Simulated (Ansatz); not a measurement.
G0W0 rungs for Bi2S2O (P4/nmm).

```
Bi S O
1.0
     3.95410    0.00000    0.00000
     0.00000    3.95410    0.00000
     0.00000    0.00000   14.05058
Bi S O
4 4 2
Direct
  0.00000 0.50000 0.86650
  0.50000 0.00000 0.13350
  0.50000 0.00000 0.58909
  0.00000 0.50000 0.41091
  0.50000 0.00000 0.89431
  0.00000 0.50000 0.10569
  0.00000 0.50000 0.68749
  0.50000 0.00000 0.31251
  0.00000 0.00000 0.50000
  0.50000 0.50000 0.50000
```

The cell and positions are those that the Materials Project relaxed with its own functionals (PBE, PBE+U or r2SCAN), kept fixed. Spin-orbit coupling is left out unless a run names it. PAW set soft_2, made with PBE.

Runs so far (Ansatz 0.2.0, start r2SCAN, default PAW files, 4×4×2 mesh). Times are wall times on 1 × NVIDIA H100 80GB HBM3 (shared by 6 runs) with 3 threads of AMD EPYC 7R13 (Zen 3), shared host, good to a factor of about two.

| bands summed | cutoff (eV) | gap on the mesh (eV) | time |
| --- | --- | --- | --- |
| 213 | 48 | 1.206 | 28 s |
| 517 | 96 | 1.283 | 46 s |

Question: What should the next rung give, with 1057 bands and screening to 160 eV, and where is the limit?

The error falls about as one over the bands when the cutoff rises with them. A line through the two highest rungs given predicts 1.310 eV; the run gave 1.377 eV, a miss of 0.066 eV, so the law fails here: the steps don't follow it yet. The two highest rungs put the limit near 1.467 eV, the pair below near 1.337 eV; neither can be trusted until a further rung is run.

Gaps are over the mesh's points; an edge off the mesh would be missed. Limits: not at the basis limit; no spin-orbit coupling; coarse k mesh.

[Paths, hosts, dates, memory and timing lines, banners, echoed tables and standing remarks are left out of the program output.]

[Logs are printed without paths, hosts, clocks, repeated set-up lines and the standing remarks that a program may print on its own settings, such as how far it seeks lower states.]

[Runs of the session that timed out or met a known fault of the program may be left out.]

[Cells called generated may have been cut or substituted from an entry of the Crystallography Open Database or the Materials Project.]

[Hosts, paths, dates, database ids (printed as entryN), source tags and the programs' standing remarks are cut or masked in the printed files.]
